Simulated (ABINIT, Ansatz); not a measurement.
An input for ABINIT 10.8.3 (BaTiO3 (P4mm)):

```
acell 3*1.0 Angstrom
rprim 
  3.999800000000 0.000000000000 0.000000000000
  0.000000000000 3.999800000000 0.000000000000
  0.000000000000 0.000000000000 4.018000000000
ntypat 3
znucl 56 22 8
natom 5
typat 1 2 3 3 3
xred 
  0.000000000000 0.000000000000 0.000000000000
  0.500000000000 0.500000000000 0.490000000000
  0.500000000000 0.500000000000 0.019000000000
  0.500000000000 0.000000000000 0.517000000000
  0.000000000000 0.500000000000 0.517000000000
pp_dirpath "pseudos"
pseudos "Ba.upf, Ti.upf, O.upf"
ecut 38
ngkpt 4 4 4
nshiftk 1
shiftk 0.11 0.21 0.31
kptopt 3
chksymbreak 0
istwfk *1
occopt 1
irdwfk 1
optdriver 99
bs_calctype 1
mbpt_sciss 1.714 eV
bs_loband 12
nband 27
bs_exchange_term 1
bs_coulomb_term 21
bs_coupling 0
bs_algorithm 2
bs_freq_mesh 0 10 0.1 eV
zcut 0.15 eV
ecuteps 3
ecutwfn 19
inclvkb 2
mdf_epsinf 6.49
irdden 1
bs_haydock_niter 300
bs_haydock_tol -0.02 0
indata_prefix "in"
outdata_prefix "out"
tmpdata_prefix "tmp"
```

The database entry behind the starting cell differs from later determinations by our own check (c/a about 0.6 % short), so it need not match the best structure at ambient conditions.

```sh
OMP_NUM_THREADS=1 mpirun -n 8 abinit run.abi > log
```

Q: Estimate wall time and host memory on 8 MPI ranks of Arm Neoverse V2, shared host.

It took 2.9 min; on shared hardware allow 86 s to 5.7 min. Peak host memory was 2.4 GiB.

The kernel grows as the square of the matrix size, and full diagonalisation as its cube.

[Paths, hosts, dates, memory and timing lines, banners, echoed tables and standing remarks are left out of the program output.]

[Logs are printed without paths, hosts, clocks, repeated set-up lines and the standing remarks that a program may print on its own settings, such as how far it seeks lower states.]

[Runs of the session that timed out or met a known fault of the program may be left out.]

[Hosts, paths, dates, database ids (printed as entryN), source tags and the programs' standing remarks are cut or masked in the printed files.]

[G0W0 gaps are taken among the corrected bands and points alone; a level outside them can change the order at an edge.]

[Where Ansatz stands beside ABINIT at settings called matched, ABINIT's density can come from a denser mesh and the files from another edition; pairs whose starting gaps differed by over 0.03 eV were left out, so agreement reads better than it is.]
